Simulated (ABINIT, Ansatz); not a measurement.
## KRb2ScF6 (Fm-3m): G0W0 with ABINIT, start to end

Aim: the G0W0 gap of KRb2ScF6 (Fm-3m) on LDA, step by step.

Method: LDA and many-body steps on it, plane waves, in ABINIT 10.8.3.

### Step 1. Set-up

It takes space group Fm-3m (No. 225, cubic). Conventional cell: a = 9.019 Å, b = 9.019 Å, c = 9.019 Å, α = 90.00°, β = 90.00°, γ = 90.00°. K has 6 F at 2.53 Å nearest. Nearest to Rb lie 12 F at 3.20 Å. Sc has 6 F at 1.98 Å nearest. Nearest to F lie 1 Sc at 1.98 Å and 1 K at 2.53 Å and 4 Rb at 3.20 Å. Farther neighbours and most contacts between anions are not listed.

The cell and positions come from the Crystallography Open Database and are kept as given unless a step says otherwise.

### Step 2. Ground state

This step: ABINIT 10.8.3; DFT, LDA, plane waves, norm-conserving pseudopotentials.

The ground-state density comes first.

Contents of run.abi:

```
acell 3*1.0 Angstrom
rprim 
  0.000000000000 4.509500000000 4.509500000000
  4.509500000000 0.000000000000 4.509500000000
  4.509500000000 4.509500000000 0.000000000000
ntypat 4
znucl 19 37 21 9
natom 10
typat 1 2 2 3 4 4 4 4 4 4
xred 
  0.500000000000 0.500000000000 0.500000000000
  0.250000000000 0.250000000000 0.250000000000
  0.750000000000 0.750000000000 0.750000000000
  0.000000000000 -0.000000000000 0.000000000000
  0.780000000000 0.220000000000 0.220000000000
  0.220000000000 0.780000000000 0.220000000000
  0.220000000000 0.780000000000 0.780000000000
  0.780000000000 0.220000000000 0.780000000000
  0.220000000000 0.220000000000 0.780000000000
  0.780000000000 0.780000000000 0.220000000000
pp_dirpath "pseudos"
pseudos "K.upf, Rb.upf, Sc.upf, F.upf"
ecut 36
ngkpt 4 4 4
nshiftk 1
shiftk 0 0 0
kptopt 1
chksymbreak 0
nband 49
occopt 1
tolvrs 1e-10
nstep 60
prtwf 0
optforces 0
optstress 0
indata_prefix "in"
outdata_prefix "out"
tmpdata_prefix "tmp"
```

Started as:

```console
> OMP_NUM_THREADS=1 mpirun -n 8 abinit run.abi > log
```

Numbers of over 12 decimals in the logs are rounded to 6 here.

Output:

```text
.Version 10.8.3 of ABINIT. v10.8.2 released Aug 2026.

 Symmetries : space group Fm -3 m (#225); Bravais cF (face-center cubic)
================================================================================
 Values of the parameters that define the memory need of the present run
     intxc =       0    ionmov =       0      iscf =       7    lmnmax =       6
     lnmax =       6     mgfft =      72  mpssoang =       3    mqgrid =    3001
     natom =      10  nloc_mem =       1    nspden =       1   nspinor =       1
    nsppol =       1      nsym =      48    n1xccc =    2501    ntypat =       4
    occopt =       1   xclevel =       1
-    mband =          49        mffmem =           1         mkmem =           1
       mpw =       12782          nfft =      373248          nkpt =           8
================================================================================
  Rough estimation (10% accuracy) of disk space for files :
================================================================================

--------------------------------------------------------------------------------
------------- Echo of variables that govern the present computation ------------
--------------------------------------------------------------------------------
 -outvars: echo values of preprocessed input variables --------
            acell      1.8897261259E+00  1.8897261259E+00  1.8897261259E+00 Bohr

      chksymbreak           0
             ecut      3.60000000E+01 Hartree
-          fftalg         312

              ixc       -1012
              kpt      0.00000000E+00  0.00000000E+00  0.00000000E+00
                       2.50000000E-01  0.00000000E+00  0.00000000E+00
                       5.00000000E-01  0.00000000E+00  0.00000000E+00
                       2.50000000E-01  2.50000000E-01  0.00000000E+00
                       5.00000000E-01  2.50000000E-01  0.00000000E+00
                      -2.50000000E-01  2.50000000E-01  0.00000000E+00
                       5.00000000E-01  5.00000000E-01  0.00000000E+00
                      -2.50000000E-01  5.00000000E-01  2.50000000E-01
         kptrlatt        4    0    0      0    4    0      0    0    4
          kptrlen      4.82061278E+01
P           mkmem           1
            natom          10
            nband          49
            ngfft          72      72      72
             nkpt           8
            nstep          60
             nsym          48
           ntypat           4
              occ      2.000000  2.000000  2.000000  2.000000  2.000000  2.000000
                       2.000000  2.000000  2.000000  2.000000  2.000000  2.000000
                       2.000000  2.000000  2.000000  2.000000  2.000000  2.000000
                       2.000000  2.000000  2.000000  2.000000  2.000000  2.000000
                       2.000000  2.000000  2.000000  2.000000  2.000000  2.000000
                       2.000000  2.000000  2.000000  2.000000  2.000000  2.000000
                       2.000000  2.000000  2.000000  2.000000  0.000000  0.000000
                       0.000000  0.000000  0.000000  0.000000  0.000000  0.000000
                       0.000000
        optforces           0
        optstress           0
            prtwf           0
            rprim      0.0000000000E+00  4.5095000000E+00  4.5095000000E+00
                       4.5095000000E+00  0.0000000000E+00  4.5095000000E+00
                       4.5095000000E+00  4.5095000000E+00  0.0000000000E+00
          spgroup         225

           tolvrs      1.00000000E-10

             xred      5.0000000000E-01  5.0000000000E-01  5.0000000000E-01
                       2.5000000000E-01  2.5000000000E-01  2.5000000000E-01
[...]
znucl       19.00000   37.00000   21.00000    9.00000

================================================================================

 chkinp: Checking input parameters for consistency.

================================================================================
== DATASET  1 ==================================================================
-   mpi_nproc: 8, omp_nthreads: 1 (-1 if OMP is not activated)

--- !DatasetInfo
iteration_state: {dtset: 1, }
dimensions: {natom: 10, nkpt: 8, mband: 49, nsppol: 1, nspinor: 1, nspden: 1, mpw: 12782, }
cutoff_energies: {ecut:  36.0, pawecutdg:  -1.0, }
electrons: {nelect:   8.00000000E+01, charge:   0.00000000E+00, occopt:   1.00000000E+00, tsmear:   1.00000000E-02, }

 Real(R)+Recip(G) space primitive vectors, cartesian coordinates (Bohr,Bohr^-1):
 R(1)=  0.0000000  8.5217200  8.5217200  G(1)= -0.0586736  0.0586736  0.0586736
 R(2)=  8.5217200  0.0000000  8.5217200  G(2)=  0.0586736 -0.0586736  0.0586736
 R(3)=  8.5217200  8.5217200  0.0000000  G(3)=  0.0586736  0.0586736 -0.0586736
 Unit cell volume ucvol=  1.2376897E+03 bohr^3
 Angles (23,13,12)=  6.00000000E+01  6.00000000E+01  6.00000000E+01 degrees

 getcut: wavevector=  0.0000  0.0000  0.0000  ngfft=  72  72  72
         ecut(hartree)=     36.000   => boxcut(ratio)=   2.21194

 getcut : COMMENT -
  Note that boxcut > 2.2 ; recall that boxcut=Gcut(box)/Gcut(sphere) = 2
  is sufficient for exact treatment of convolution.
  Such a large boxcut is a waste : you could raise ecut
  e.g. ecut=   44.034213 Hartrees makes boxcut=2

--- Pseudopotential description ------------------------------------------------
[...]
nproj     2     2     1
  pspatm : epsatm=    4.94580260
         --- l  ekb(1:nproj) -->
[...]
2   -2.364936
 pspatm: atomic psp has been read  and splines computed

   9.63321220E+03                                ecore*ucvol(ha*bohr**3)
--------------------------------------------------------------------------------

_setup2: Arith. and geom. avg. npw (full set) are   12769.578   12769.565

================================================================================

--- !BeginCycle
iteration_state: {dtset: 1, }
solver: {iscf: 7, nstep: 60, nline: 4, wfoptalg: 0, }
tolerances: {tolvrs: 1.00E-10, }

     iter   Etot(hartree)      deltaE(h)  residm     vres2
 ETOT  1  -280.02283106255    -2.800E+02 2.149E-01 1.842E+03
 ETOT  2  -280.45372314651    -4.309E-01 3.540E-02 8.225E+02
 ETOT  3  -280.64308161772    -1.894E-01 1.844E-02 1.936E+02
 ETOT  4  -280.66814248096    -2.506E-02 4.075E-03 6.965E+00
 ETOT  5  -280.66834837466    -2.059E-04 1.335E-03 1.996E+00
 ETOT  6  -280.66867354015    -3.252E-04 8.044E-04 1.387E-01
 ETOT  7  -280.66868716407    -1.362E-05 7.141E-04 1.088E-02
 ETOT  8  -280.66868773479    -5.707E-07 3.200E-04 9.294E-04
 ETOT  9  -280.66868786993    -1.351E-07 3.898E-04 9.044E-05
 ETOT 10  -280.66868788696    -1.703E-08 3.293E-04 1.372E-07
 ETOT 11  -280.66868788712    -1.672E-10 4.945E-04 3.502E-08
 ETOT 12  -280.66868788713    -5.400E-12 3.952E-04 7.779E-09
 ETOT 13  -280.66868788717    -4.547E-11 5.942E-04 6.767E-11

 At SCF step   13       vres2   =  6.77E-11 < tolvrs=  1.00E-10 =>converged.

--- !ResultsGS
iteration_state: {dtset: 1, }
comment   : Summary of ground state results
lattice_vectors:
- [  0.0000000,   8.5217200,   8.5217200, ]
- [  8.5217200,   0.0000000,   8.5217200, ]
- [  8.5217200,   8.5217200,   0.0000000, ]
lattice_lengths: [  12.05153,   12.05153,   12.05153, ]
lattice_angles: [ 60.000,  60.000,  60.000, ] # degrees, (23, 13, 12)
lattice_volume:   1.2376897E+03
convergence: {deltae: -4.547E-11, res2:  6.767E-11, residm:  5.942E-04, diffor:  0.000E+00, }
etotal    :  -2.80668688E+02
entropy   :   0.00000000E+00
fermie    :  -5.38820450E-02
cartesian_stress_tensor: null
pressure_GPa: null
xred      :
- [  5.0000E-01,   5.0000E-01,   5.0000E-01,  K]
- [  2.5000E-01,   2.5000E-01,   2.5000E-01, Rb]
- [  7.5000E-01,   7.5000E-01,   7.5000E-01, Rb]
- [  0.0000E+00,   0.0000E+00,   0.0000E+00, Sc]
- [  7.8000E-01,   2.2000E-01,   2.2000E-01,  F]
- [  2.2000E-01,   7.8000E-01,   2.2000E-01,  F]
- [  2.2000E-01,   7.8000E-01,   7.8000E-01,  F]
- [  7.8000E-01,   2.2000E-01,   7.8000E-01,  F]
- [  2.2000E-01,   2.2000E-01,   7.8000E-01,  F]
- [  7.8000E-01,   7.8000E-01,   2.2000E-01,  F]
cartesian_forces: null
force_length_stats: {min: null, max: null, mean: null, }

 Integrated electronic density in atomic spheres:
 ------------------------------------------------
 Atom  Sphere_radius  Integrated_density
[...]
================================================================================

 ----iterations are completed or convergence reached----

 Mean square residual over all n,k,spin=   31.392E-07; max=  59.422E-05
 reduced coordinates (array xred) for   10 atoms
[...]
0.220000000000      0.780000000000      0.220000000000
       0.220000000000      0.780000000000      0.780000000000
       0.780000000000      0.220000000000      0.780000000000
       0.220000000000      0.220000000000      0.780000000000
       0.780000000000      0.780000000000      0.220000000000
 rms dE/dt=  0.0000E+00; max dE/dt=  0.0000E+00; dE/dt below (all hartree)
    1       0.000000000000      0.000000000000      0.000000000000
    2       0.000000000000      0.000000000000      0.000000000000
    3       0.000000000000      0.000000000000      0.000000000000
    4       0.000000000000      0.000000000000      0.000000000000
    5       0.000000000000      0.000000000000      0.000000000000
    6       0.000000000000      0.000000000000      0.000000000000
    7       0.000000000000      0.000000000000      0.000000000000
    8       0.000000000000      0.000000000000      0.000000000000
    9       0.000000000000      0.000000000000      0.000000000000
   10       0.000000000000      0.000000000000      0.000000000000

 cartesian coordinates (angstrom) at end:
[...]
6      4.509500     1.984180     4.509500
    7      7.034820     4.509500     4.509500
    8      4.509500     7.034820     4.509500
    9      4.509500     4.509500     1.984180
   10      4.509500     4.509500     7.034820
 length scales=  1.889726125908  1.889726125908  1.889726125908 bohr
              =  1.000000000000  1.000000000000  1.000000000000 angstroms
 prteigrs : about to open file out_EIG
 Fermi (or HOMO) energy (hartree) =  -0.05388   Average Vxc (hartree)=  -0.34434
 Eigenvalues (hartree) for nkpt=   8  k points:
 kpt#   1, nband= 49, wtk=  0.01563, kpt=  0.0000  0.0000  0.0000 (reduced coord)
  -1.69294   -0.96486   -0.93350   -0.93350   -0.93350   -0.89313   -0.89211   -0.75060
  -0.74485   -0.74485   -0.72661   -0.72661   -0.72661   -0.36876   -0.36876   -0.36876
  -0.31337   -0.31337   -0.31337   -0.30672   -0.30672   -0.30672   -0.12355   -0.11748
  -0.11748   -0.10847   -0.10847   -0.10847   -0.08887   -0.08887   -0.08887   -0.07158
  -0.07158   -0.07158   -0.06165   -0.06165   -0.06165   -0.05388   -0.05388   -0.05388
   0.17574    0.22205    0.22205    0.22205    0.26596    0.26596    0.29991    0.29991
   0.29993
 prteigrs : prtvol=0 or 1, do not print more k-points.

--- !EnergyTerms
iteration_state     : {dtset: 1, }
comment             : Components of total free energy in Hartree
kinetic             :  1.39194274576952E+02
hartree             :  8.75759809451575E+01
xc                  : -6.08609132371619E+01
Ewald energy        : -1.69248585678344E+02
psp_core            :  7.78322087877422E+00
local_psp           : -2.73138317912499E+02
non_local_psp       : -1.19743474600518E+01
total_energy        : -2.80668687887173E+02
total_energy_eV     : -7.63738407325056E+03
band_energy         : -3.23457700212197E+01

== END DATASET(S) ==============================================================
================================================================================

 -outvars: echo values of variables after computation  --------
           etotal     -2.8066868789E+02
            nband          49
             nkpt           8
          spgroup         225
 [... the other variables as echoed above ...]

 Calculation completed.
```

The job ended after 38 s (8 MPI ranks of Intel Xeon 6975P-C (Granite Rapids), shared host; peak memory 1.3 GiB).

This step gave:

```yaml
total_energy: -7637.3841 eV
gap: 6.248 eV
k_of_the_valence_top: 0, 0, 0
k_of_the_conduction_bottom: 0, 0, 0
least_direct_gap: 6.248 eV
```

The gap is direct, at Γ.

(Continued in part 2 of 3.)

[Paths, hosts, dates, memory and timing lines, banners, echoed tables and standing remarks are left out of the program output.]

[Logs are printed without paths, hosts, clocks, repeated set-up lines and the standing remarks that a program may print on its own settings, such as how far it seeks lower states.]

[Runs of the session that timed out or met a known fault of the program may be left out.]

[Hosts, paths, dates, database ids (printed as entryN), source tags and the programs' standing remarks are cut or masked in the printed files.]

[G0W0 gaps are taken among the corrected bands and points alone; a level outside them can change the order at an edge.]

[Where Ansatz stands beside ABINIT at settings called matched, ABINIT's density can come from a denser mesh and the files from another edition; pairs whose starting gaps differed by over 0.03 eV were left out, so agreement reads better than it is.]
